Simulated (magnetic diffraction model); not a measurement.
## Tm5Ti15B4 below its ordering temperature

Space group P4/mmm (no. 123), a = 4.3400 Å, c = 21.1390 Å.

| site | atom | x | y | z |
| --- | --- | --- | --- | --- |
| 2g | Tm | 0 | 0 | 0.7003 |
| 1b | Tm | 0 | 0 | 1/2 |
| 2g | Tm | 0 | 0 | 0.0967 |
| 4i | Ti | 0 | 1/2 | 0.7989 |
| 4i | Ti | 0 | 1/2 | 0.6003 |
| 2f | Ti | 0 | 1/2 | 0 |
| 2h | Ti | 1/2 | 1/2 | 0.7041 |
| 1d | Ti | 1/2 | 1/2 | 1/2 |
| 2h | Ti | 1/2 | 1/2 | 0.0941 |
| 2h | B | 1/2 | 1/2 | 0.8067 |
| 2h | B | 1/2 | 1/2 | 0.6015 |

The compound is invented for this exercise: a known structure type with other elements, its cell scaled to their sizes and not relaxed.

Only Tm is taken to order (form factors of Tm3+); orders and moment sizes are assumed, and not adapted to the symmetry. Radiation: neutrons of λ = 2.36 Å (absorption by B left out), 5° to 65°; isotropic B of 0.38 Å² (Tm), 0.48 Å² (Ti) and 0.85 Å² (B). Simulated constant-wavelength pattern: nuclear and magnetic terms add, the magnetic one as |2.695 fm × Σ f S⊥ exp(2πi Q·r) exp(−B s²)|², summed over all Q at one angle with the factor 1/(sin²θ cos θ). For collinear order S is the moment m, which repeats by lattice and centring translations R with the sign exp(−2πi k·R). Free-ion form factors, Sears's scattering lengths of 1992, no absorption; a label names one of the reflections at its angle. The strongest nuclear line in the range is 100, and lines under 0.2 are left out.

Above the ordering temperature:

| 2θ (°) | index | I |
| --- | --- | --- |
| 6.40 | (0 0 1) | 5.1 |
| 12.82 | (0 0 2) | 1.1 |
| 19.28 | (0 0 3) | 0.8 |
| 25.80 | (0 0 4) | 0.9 |
| 31.55 | (1 0 0) | 18.5 |
| 32.23 | (1 0 1) | 1.0 |
| 32.41 | (0 0 5) | 9.0 |
| 34.19 | (1 0 2) | 1.0 |
| 37.24 | (1 0 3) | 1.3 |
| 41.20 | (1 0 4) | 2.0 |
| 45.23 | (1 1 0) | 52.0 |
| 45.73 | (1 1 1) | 0.5 |
| 45.87 | (1 0 5) | 100.0 |
| 47.20 | (1 1 2) | 0.4 |
| 49.59 | (1 1 3) | 0.4 |
| 52.80 | (1 1 4) | 0.8 |
| 53.05 | (0 0 8) | 0.2 |
| 56.73 | (1 1 5) | 17.4 |
| 60.32 | (0 0 9) | 0.2 |

Below it (cell unchanged):

```tsv
2θ (°)	I
6.40	7.0
12.82	4.5
19.28	2.3
25.80	1.0
31.55	21.0
32.23	7.9
32.41	9.0
34.19	39.9
37.24	29.6
41.20	5.3
45.23	53.2
45.73	3.8
45.87	101.2
46.00	0.3
47.20	21.7
49.59	18.2
51.11	0.9
52.80	3.2
53.05	0.4
56.73	18.5
56.85	5.4
60.32	0.3
61.32	0.9
63.04	3.9
```

**Question.** Find the propagation vector, then choose among these models:
A. collinear moments along [100], 4.6 μB on Tm; signs + at (0, 0, 0.7003), − at (0, 0, 1/2), + at (0, 0, 0.2997), + at (0, 0, 0.0967), − at (0, 0, 0.9033)
B. collinear moments along [100], 4.6 μB on Tm; signs + at (0, 0, 0.7003), + at (0, 0, 1/2), − at (0, 0, 0.2997), − at (0, 0, 0.0967), + at (0, 0, 0.9033)
C. collinear moments along [101], 4.6 μB on Tm; signs + at (0, 0, 0.7003), − at (0, 0, 1/2), + at (0, 0, 0.2997), + at (0, 0, 0.0967), − at (0, 0, 0.9033)
D. collinear moments along [101], 4.6 μB on Tm; signs + at (0, 0, 0.7003), + at (0, 0, 1/2), − at (0, 0, 0.2997), − at (0, 0, 0.0967), + at (0, 0, 0.9033)

No line moves, and magnetic intensity falls on nuclear lines such as the one at 34.19°; new lines at (1 0 6) and (1 0 7) have whole indices that obey the lattice centring, at places with no nuclear intensity to speak of, so the magnetic cell equals the chemical primitive cell: k = 0.

Magnetic intensity, observed (below minus above) and for each model:

| 2θ (°) | index | observed | A | B | C | D |
| --- | --- | --- | --- | --- | --- | --- |
| 6.40 | (0 0 1) | 1.9 | 47.9 | 338.9 | 1.9 | 13.7 |
| 12.82 | (0 0 2) | 3.4 | 85.0 | 12.2 | 3.4 | 0.5 |
| 19.28 | (0 0 3) | 1.5 | 37.9 | 5.6 | 1.5 | 0.2 |
| 25.80 | (0 0 4) | 0.1 | 3.6 | 22.3 | 0.1 | 0.9 |
| 32.23 | (1 0 1) | 6.8 | 3.8 | 26.8 | 6.8 | 48.4 |
| 34.19 | (1 0 2) | 38.9 | 26.4 | 3.8 | 38.9 | 5.6 |
| 37.24 | (1 0 3) | 28.3 | 25.0 | 3.7 | 28.3 | 4.2 |
| 45.73 | (1 1 1) | 3.4 | 1.8 | 12.6 | 3.4 | 23.8 |

Model C matches.

The structure used: k = (0 0 0), collinear moments along [101], 4.6 μB on Tm; signs + at (0, 0, 0.7003), − at (0, 0, 1/2), + at (0, 0, 0.2997), + at (0, 0, 0.0967), − at (0, 0, 0.9033).

[Logs are printed without paths, hosts, clocks, repeated set-up lines and the standing remarks that a program may print on its own settings, such as how far it seeks lower states.]
